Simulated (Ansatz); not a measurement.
# SiC (Moissanite, P6_3mc): from the cell to its phonons

How does SiC (Moissanite, P6_3mc) vibrate, and is this structure a minimum?

Program: Ansatz 0.2.0. Level of theory: DFT LDA, scalar-relativistic, plane waves, PAW; PAW set soft_1. Results are calculated unless marked as measured.

## (1) The structure

The structure is hexagonal, space group P6_3mc (No. 186). Conventional cell: a = 3.076 Å, b = 3.076 Å, c = 5.048 Å, α = 90.00°, β = 90.00°, γ = 120.00°. Nearest to Si lie 4 C at 1.87 to 1.94 Å. Nearest to C lie 4 Si at 1.87 to 1.94 Å. Farther neighbours are not listed.

## (2) Coarse relaxation

The start is far from rest, so a relaxation with loose tolerances brings it close first.

input.yaml reads:

```yaml
crystal:
  lattice:
    - [3.076, 0.0, 0.0]
    - [-1.538, 2.663894142, 0.0]
    - [0.0, 0.0, 5.048]
  atoms:
    - { symbol: Si, position: [0.3333333333, 0.6666666667, 0.0] }
    - { symbol: Si, position: [0.6666666667, 0.3333333333, 0.5] }
    - { symbol: C, position: [0.3333333333, 0.6666666667, 0.385] }
    - { symbol: C, position: [0.6666666667, 0.3333333333, 0.885] }
kpoints:
  mp_grid: { grid: [9, 9, 4] }
hamiltonian:
  xc: lda
  pseudopotentials: { kind: paw, azcp: { folder: soft_1 }, xc_functional: pbe }
scf:
  occupations: { method: gaussian, width: 0.1 }
output:
  forces: true
  stress: true
  eigenvalues: true
relax:
  adjacent_minimum: "off"
  f_tol: 0.05
  max_steps: 80
  cell: { stress_tol: 0.5 }
```

Run with:

```
$ ansatz run input.yaml --threads 8 --pin off --max-ram 16384MiB --backend cpu --events-out ev --progress --plain --runs-dir out
```

Numbers of over 12 decimals in the logs are rounded to 6 here.

The log of the run:

```text
The last accepted step is kept in <dir> (removed where the run ends without a failure and the disk answers)
Engine: ansatz 0.2.0, aarch64-unknown-linux-gnu
Pseudopotentials: kind: paw
Pseudopotential: Si, paw, valence charge 4, recommended cutoff 420 eV (normal), soft_1/Si.paw.azcp
Pseudopotential: C, paw, valence charge 4, recommended cutoff 420 eV (normal), soft_1/C.paw.azcp
Functional definition: SPW92
[...]
cell:  # Å, volume = 40.5796 Å³
    - [3.056684, 0.0, 0]
    - [-1.528342, 2.647166, 0]
    - [0, 0, 5.015059]
  atoms:
    - { symbol: Si, position: [0.333333, 0.666667, 0.00456301] }
    - { symbol: Si, position: [0.666667, 0.333333, 0.504563] }
    - { symbol: C, position: [0.333333, 0.666667, 0.380437] }
    - { symbol: C, position: [0.666667, 0.333333, 0.880437] }
[key lines of the parts left out:]
SCF converged after 4 iterations
Free energy (F): -1704.401506 eV
Fermi energy:    10.706526 eV
P = ⅓ Tr σ = 0.0037 GPa (0.037 kbar)
```

Run time: 2.2 s. Hardware: 8 threads of Arm Neoverse V1, shared host; peak memory 0.35 GiB.

The steps of the relaxation:

```
step  energy less that of the first step (eV)  largest force component (eV/Å)  pressure (GPa)  volume (Å³)
   1                                   0.0000                          0.7317           -3.97        41.36
   2                                  -0.0293                          0.4338           -1.82        40.95
   3                                  -0.0421                          0.1659            1.22        40.38
   4                                  -0.0464                          0.0018            0.04        40.58
  5*                                  -0.0455                          0.0017            0.00        40.58
```

Relaxation steps marked * repeat the geometry before them on a plane-wave basis chosen anew for their cell, so energy and pressure can jump there.

Forces are held to the 12 operations that the run works with; a distortion that breaks them can't arise in this run.

```
conventional cell, symmetrised  before  after  change
                         a (Å)   3.076  3.057  -0.6 %
                         b (Å)   3.076  3.057  -0.6 %
                         c (Å)   5.048  5.015  -0.7 %
              volume (Å³/atom)   10.34  10.14  -1.9 %
```

The atoms that moved most (Å, as changes of fractional coordinates times the final cell):

```
atom     dx     dy      dz  length
 Si2  0.000  0.000   0.023   0.023
  C3  0.000  0.000  -0.023   0.023
  C4  0.000  0.000  -0.023   0.023
 Si1  0.000  0.000   0.023   0.023
```

A gap read on the k-mesh alone can miss the band edges.

Numbers from this step:

```yaml
pressure: 0.003653 GPa
gap_on_the_k_mesh: 2.135 eV
volume_per_atom: 10.14 Å³
direct_gap_on_mesh: 3.957 eV
```

In this step the volume went from 10.34 to 10.14 Å³/atom.

## (3) Bringing the structure to rest

The cell and atoms are relaxed, since residual forces and stress would shift the frequencies.

input.yaml, the sections that differ from step 2:

```yaml
crystal:
  lattice:
    - [3.056683826, 0.0, 0.0]
    - [-1.528341913, 2.6471658446, 0.0]
    - [0.0, 0.0, 5.0150588913]
  atoms:
    - { symbol: Si, position: [0.3333333333, 0.6666666667, 0.0045630113] }
    - { symbol: Si, position: [0.6666666667, 0.3333333333, 0.5045630113] }
    - { symbol: C, position: [0.3333333333, 0.6666666667, 0.3804369887] }
    - { symbol: C, position: [0.6666666667, 0.3333333333, 0.8804369887] }
kpoints:
  mp_grid: { grid: [9, 9, 6] }
scf:
  occupations: { method: gaussian, width: 0.02 }
relax:
  adjacent_minimum: "off"
  f_tol: 0.005
  max_steps: 80
  cell: { stress_tol: 0.05 }
# hamiltonian, output: as in step 2
```

The log of the run:

```text
[...]
Crystal: 4 atoms, lattice volume = 40.580 Å³
Basis set: ecut = 420 eV, 785 PW (Γ)
Bands: 12, of which v1, the nominal top of the filled ones, is band 8 counted from 1 (7 counted from 0)
Symmetry: 12 space group operations
[...]
k-points: 48 of 486 (time reversal used)
[...]
--- Relaxed structure (2 steps of the walk, 2 accepted, 1 SCFs on fresh bases) ---
[...]
cell:  # Å, volume = 40.5799 Å³
    - [3.056338, 0.0, 0]
    - [-1.528169, 2.646866, 0]
    - [0, 0, 5.016229]
  atoms:
    - { symbol: Si, position: [0.333333, 0.666667, 0.00459957] }
    - { symbol: Si, position: [0.666667, 0.333333, 0.504600] }
    - { symbol: C, position: [0.333333, 0.666667, 0.380400] }
    - { symbol: C, position: [0.666667, 0.333333, 0.880400] }
[key lines of the parts left out:]
SCF converged after 4 iterations
Free energy (F): -1704.400987 eV
Fermi energy:    10.706000 eV
P = ⅓ Tr σ = 0.0027 GPa (0.027 kbar)
```

Run time: 1.7 s. Hardware: 8 threads; peak memory 0.36 GiB; 11 s of CPU time.

Little changed from the start: no atom moved by 0.005 Å and no cell edge by 0.1 %.

Numbers from this step:

* pressure: 0.002741 GPa
* gap on the k-mesh: 2.130 eV
* direct gap on mesh: 3.959 eV

In this step the volume went from 10.14 to 10.14 Å³/atom.

## (4) Tight relaxation

Phonons need a cell at rest on their own settings, so the relaxation is repeated with tight tolerances on forces and stress, using the mesh and the filling of the phonon run that follows.

input.yaml, the sections that differ from step 3:

```yaml
crystal:
  lattice:
    - [3.0563378519, 0.0, 0.0]
    - [-1.5281689259, 2.6468662223, 0.0]
    - [0.0, 0.0, 5.0162290189]
  atoms:
    - { symbol: Si, position: [0.3333333333, 0.6666666667, 0.0045995749] }
    - { symbol: Si, position: [0.6666666667, 0.3333333333, 0.5045995749] }
    - { symbol: C, position: [0.3333333333, 0.6666666667, 0.3804004251] }
    - { symbol: C, position: [0.6666666667, 0.3333333333, 0.8804004251] }
scf:
  occupations: { method: fixed }
relax:
  adjacent_minimum: "off"
  f_tol: 0.001
  max_steps: 60
  cell: { stress_tol: 0.01 }
# kpoints, hamiltonian, output: as in step 3
```

The log of the run:

```text
[...]
Crystal: 4 atoms, lattice volume = 40.580 Å³
Basis set: ecut = 420 eV, 785 PW (Γ)
Bands: 12, of which v1, the nominal top of the filled ones, is band 8 counted from 1 (7 counted from 0)
Symmetry: 12 space group operations
[...]
k-points: 48 of 486 (time reversal used)
[...]
--- Relaxed structure (2 steps of the walk, 2 accepted, 1 SCFs on fresh bases) ---
[...]
cell:  # Å, volume = 40.5801 Å³
    - [3.056452, -2.886867309033727e-11, 0]
    - [-1.528226, 2.646965, 0]
    - [0, 0, 5.015881]
  atoms:
    - { symbol: Si, position: [0.333333, 0.666667, 0.00458967] }
    - { symbol: Si, position: [0.666667, 0.333333, 0.504590] }
    - { symbol: C, position: [0.333333, 0.666667, 0.380410] }
    - { symbol: C, position: [0.666667, 0.333333, 0.880410] }
[key lines of the parts left out:]
SCF converged after 4 iterations
Free energy (F): -1704.400982 eV
Fermi energy:    9.640295 eV
P = ⅓ Tr σ = 0.0011 GPa (0.011 kbar)
```

Elapsed: 1.6 s, on 8 threads; peak memory 0.36 GiB; 10 s of CPU time.

Little changed from the start: no atom moved by 0.005 Å and no cell edge by 0.1 %.

This step gave:

| Item | Value |
| --- | --- |
| pressure | 0.001134 GPa |
| gap on the k-mesh | 2.132 eV |
| volume per atom | 10.15 Å³ |

The largest force component left is 0.53 meV/Å and the pressure is 0.001 GPa, within the tolerances set. The cell now holds 10.15 Å³/atom.

## (5) Zone-centre response

The zone centre comes first: it holds the modes that light can see, as far as symmetry allows. The response to a homogeneous field gives the Born charges and the dielectric tensor.

input.yaml, the sections that differ from step 4:

```yaml
crystal:
  lattice:
    - [3.0564521919, 0.0, 0.0]
    - [-1.5282260959, 2.6469652437, 0.0]
    - [0.0, 0.0, 5.0158810915]
  atoms:
    - { symbol: Si, position: [0.3333333333, 0.6666666667, 0.0045896652] }
    - { symbol: Si, position: [0.6666666667, 0.3333333333, 0.5045896652] }
    - { symbol: C, position: [0.3333333333, 0.6666666667, 0.3804103348] }
    - { symbol: C, position: [0.6666666667, 0.3333333333, 0.8804103348] }
output:
  eigenvalues: true
phonons:
  method: dfpt
  dielectric: true
  rigid_motions: translations
# kpoints, hamiltonian, scf: as in step 4
# relax: removed
```

The log of the run:

```text
[...]
Crystal: 4 atoms, lattice volume = 40.580 Å³
Basis set: ecut = 420 eV, 785 PW (Γ), exchange–correlation on 48×48×72 points (8 copies of the dense FFT grid, shifted against one another)
Bands: 12, of which v1, the nominal top of the filled ones, is band 8 counted from 1 (7 counted from 0)
Symmetry: 12 space group operations
k-points: 140 of 486 (irreducible under 2 space group operations, time reversal used)
[...]
SCF iter   1: F=—  HF=-1707.608945 eV  |F-HF|=—  |Δ(HF+E_count)|=         —  Δρ=1.42e-1  dr2=9.81e0  ethr=3.10e-3  ⟨swp⟩=4.3  Hψ=9819  notcnv=0  defer=254
[...]
SCF iter   9: F=-1704.400983 eV  HF=-1704.400983 eV  |F-HF|=9.09e-13  |Δ(HF+E_count)|=  5.14e-11  Δρ=5.08e-8  dr2=7.30e-13  ethr=1.00e-12  ⟨swp⟩=8.8  Hψ=11749  notcnv=0
SCF 1 converged in 9 iterations: F = -1704.400983 eV  dr2 = 7.30e-13
[...]
NSCF: frozen V_eff on 4 k-points
DFPT response loops at Γ: preconditioner auto → Resta (q_TF=auto, 2.336 Å⁻¹)  ε∞=5.3 (no band partly filled); β = 1.00, the filter's whole step (`scf.mixing.beta` (0.50) is not read by the response loops at its default; to damp them type it under 1.00, their step now; it binds the ground state too); Broyden in place of MSR1
── the response to a field inside a basis, on 10×10×6 k-points: an SCF that follows is theirs, and a resumed run solves both again ──
Bands: 9, of which v1, the nominal top of the filled ones, is band 8 counted from 1 (7 counted from 0)
k-points: 90 of 600 (irreducible under 4 space group operations, time reversal used)
[...]
Eigensolver: Dense (90 Hₖ)
SCF iter   1: F=—  HF=-1704.401096 eV  |F-HF|=—  |Δ(HF+E_count)|=         —  Δρ=1.41e-4  dr2=1.36e-6  ethr=1.00e-1
[...]
SCF iter   3: F=-1704.401097 eV  HF=-1704.401097 eV  |F-HF|=4.48e-8  |Δ(HF+E_count)|=   2.23e-7  Δρ=1.19e-5  dr2=5.57e-8  ethr=2.04e-9
SCF 1 converged in 3 iterations: F = -1704.401097 eV  dr2 = 5.57e-8
[...]
SCF converged after 9 iterations
Free energy (F): -1704.400983 eV
[...]
Internal energy: -1704.400983 eV  (E = F + TS)
E sigma→0 (E₀):  -1704.400983 eV
Fermi energy:    9.640295 eV
[...]
--- Band table (eV; the first three rows and the last of 140) ---
  k-point 0: bands = [... 4 lower, 8.3135, 9.5272, 9.6403, 9.6403, 14.5561, 16.0401, 16.3136, 16.3136]
  k-point 1: bands = [... 4 lower, 8.3901, 8.7976, 9.5369, 9.5369, 14.6798, 16.3576, 16.3576, 16.5554]
  k-point 2: bands = [... 4 lower, 8.6071, 8.6071, 9.2665, 9.2665, 15.0451, 16.3698, 16.5589, 16.5589]
  k-point 139: bands = [... 4 lower, 5.5011, 5.5011, 7.3523, 7.3523, 14.5248, 14.5248, 16.8108, 16.8108]
--- Phonons (Γ-DFPT): 4 representative perturbations + reference, on 140 of 486 k-points (Σ response iterations 12) ---
  k mesh reduced under 2 symmetry operations, with k and −k counted as one. Each operation leaves every solved perturbation unchanged. A smaller set is not considered because the run solves the response to a homogeneous field
  ASR residual: 2.406e-5 → 0.000e0 eV/Å²; symmetrization residual: 8.596e-7 eV/Å²
  ASR residual per site (eV/Å²): 9.47e-6 9.47e-6 2.41e-5 2.41e-5
  Γ frequencies (cm⁻¹): 0.00 0.00 0.00 257.92 257.92 599.35 767.87 767.87 771.24 801.36 801.36 841.07
  ε∞ (high-frequency dielectric tensor):
        6.887214     0.000000     0.000000
       -0.000000     6.887214     0.000000
        0.000000    -0.000000     7.246558
  ε⁰ (static dielectric tensor: ions relaxed, cell fixed):
       10.143094     0.000000     0.000000
        0.000000    10.143094     0.000000
        0.000000     0.000000    11.301724
  ε⁰ − ε∞ (ionic part):
        3.255880     0.000000     0.000000
        0.000000     3.255880     0.000000
        0.000000     0.000000     4.055166
  softest optical mode at Γ: 257.92 cm⁻¹; the repairs (sum rule, projections) moved no ω² at Γ by more than (0.88 cm⁻¹)²
  Born effective charges Z* (e; rows j = field, columns β = displacement):
    site 0:
         2.69321    0.00000    0.00000
         0.00000    2.69321   -0.00000
         0.00000    0.00000    2.89270
    site 1:
         2.69321    0.00000   -0.00000
         0.00000    2.69321    0.00000
        -0.00000   -0.00000    2.89270
    site 2:
        -2.69321   -0.00000    0.00000
        -0.00000   -2.69321    0.00000
        -0.00000    0.00000   -2.89270
    site 3:
        -2.69321    0.00000   -0.00000
        -0.00000   -2.69321   -0.00000
        -0.00000   -0.00000   -2.89270
  Z* charge neutrality: 4.323e-3 e pre-enforcement
  solved inside a basis spanned on kpoints, on 10×10×6 k-points, its susceptibility summed on 16×16×8: ε∞ is read to err by 2.6e-2, Z* by 1.5e-2 e (field_mesh: kpoints solves on kpoints); Z* is corrected for what the basis lacks
  optical modes at Γ without the LO–TO term, one row a degenerate level:
      ω (cm⁻¹)  modes    IR ((D/Å)²/amu)
        257.92      2             0.0000
        599.35      1             0.0000
        767.87      2             0.0000
        771.24      1            45.8930
        801.36      2            79.5631
        841.07      1             0.0000
  optical modes at Γ + LO–TO along q̂ = [1.0000, 0.0000, 0.0000]:
      ω (cm⁻¹)  modes    IR ((D/Å)²/amu)
        257.92      2             0.0000
        599.35      1             0.0000
        767.87      2             0.0000
        771.24      1            45.8930
        801.36      1            39.7815
        841.07      1             0.0000
        972.51      1            39.7815
  optical modes at Γ + LO–TO along q̂ = [0.0000, 1.0000, 0.0000]:
      ω (cm⁻¹)  modes    IR ((D/Å)²/amu)
        257.92      2             0.0000
        599.35      1             0.0000
        767.87      2             0.0000
        771.24      1            45.8930
        801.36      1            39.7815
        841.07      1             0.0000
        972.51      1            39.7815
  optical modes at Γ + LO–TO along q̂ = [0.0000, 0.0000, 1.0000]:
      ω (cm⁻¹)  modes    IR ((D/Å)²/amu)
        257.92      2             0.0000
        599.35      1             0.0000
        767.87      2             0.0000
        801.36      2            79.5631
        841.07      1             0.0000
        963.16      1            45.8930
```

Elapsed: 14 s, on 8 threads; peak memory 0.59 GiB; 1.7 min of CPU time.

This step gave:

```yaml
sum_rule_residual_before_enforcement: 2.41e-5 eV/Å²
miss_of_the_charge_sum_rule: 0.004323 e
estimated_error_of_the_dielectric_tensor: 0.02558
estimated_error_of_the_born_charges: 0.01536 e
point_group: 6mm
highest_optical_mode_at_the_zone_centre_no_lo_to_term: 841.1 cm⁻¹
lowest_optical_zone_centre_mode: 257.9 cm⁻¹
mean_high_frequency_dielectric_constant: 7.007
largest_born_charge_third_of_the_trace: 2.760 e
mean_static_dielectric_constant: 10.53
top_of_the_zone_centre_spectrum_with_the_field: 972.5 cm⁻¹
```

Without the LO-TO term. Patterns of degenerate modes are one choice out of their space. The modes at Γ (shares of kinetic energy by element, %):

```
mode  frequency (cm⁻¹)  symmetry  Si %  C %
   1               0.0  acoustic    70   30
   2               0.0  acoustic    70   30
   3               0.0  acoustic    70   30
   4             257.9        E2    74   26
   5             257.9        E2    74   26
   6             599.4        B1   100    0
   7             767.9        E2    26   74
   8             767.9        E2    26   74
   9             771.2        A1    30   70
  10             801.4        E1    30   70
  11             801.4        E1    30   70
  12             841.1        B1     0  100
```

Displacements in mode 5 (257.9 cm⁻¹), the largest set to 1:
```
Si1  0.00  1.00  0.00
Si2  0.00 -1.00  0.00
C3   0.00 -0.92  0.00
C4   0.00  0.92  0.00
```

Displacements in mode 10 (801.4 cm⁻¹), the largest set to 1:
```
Si1  0.02 -0.43  0.00
Si2  0.02 -0.43  0.00
C3  -0.04  1.00  0.00
C4  -0.04  1.00  0.00
```

Optical modes at the zone centre, without and with the macroscopic field of the longitudinal modes; each column is sorted by frequency, so a row need not hold one and the same mode. Modes with and without the field, by row:

| rank among optical modes | no field (cm⁻¹) | q along (1, 0, 0) (cm⁻¹) | q along (0, 0, 1) (cm⁻¹) |
| --- | --- | --- | --- |
| 1 | 257.9 | 257.9 | 257.9 |
| 2 | 257.9 | 257.9 | 257.9 |
| 3 | 599.4 | 599.4 | 599.4 |
| 4 | 767.9 | 767.9 | 767.9 |
| 5 | 767.9 | 767.9 | 767.9 |
| 6 | 771.2 | 771.2 | 801.4 |
| 7 | 801.4 | 801.4 | 801.4 |
| 8 | 801.4 | 841.1 | 841.1 |
| 9 | 841.1 | 972.5 | 963.2 |

Born charge (rows field, columns displacement) (e), principal values of the symmetric part by kind of site:

| atom | atoms with these values | low | middle | high | mean |
| --- | --- | --- | --- | --- | --- |
| Si1 | 2 | 2.69 | 2.69 | 2.89 | 2.76 |
| C3 | 2 | -2.89 | -2.69 | -2.69 | -2.76 |

In full for Si1:

```
2.69 0.00 0.00
0.00 2.69 0.00
0.00 0.00 2.89
```

High-frequency dielectric tensor:

```
6.89 0.00 0.00
0.00 6.89 0.00
0.00 0.00 7.25
```

Static dielectric tensor (ions relaxed, fixed cell):

```
10.14  0.00  0.00
 0.00 10.14  0.00
 0.00  0.00 11.30
```

Transverse modes. Infrared lines, with heights relative to the strongest:

```csv
position (cm⁻¹),label,relative intensity
258,E2,0.0
599,B1,0.0
768,E2,0.0
771,A1,58
801,E1,100
841,B1,0.0
```

Before it was imposed, the acoustic sum rule was missed by 2.4e-5 eV/Å² and the charge sum rule by 0.0043 e. Small misses are needed for a sound result but don't prove that mesh and cutoff are converged. The lowest optical mode is real, 258 cm⁻¹.

[end of part 1 of 2]

[Logs are printed without paths, hosts, clocks, repeated set-up lines and the standing remarks that a program may print on its own settings, such as how far it seeks lower states.]

[Hosts, paths, dates, database ids (printed as entryN), source tags and the programs' standing remarks are cut or masked in the printed files.]
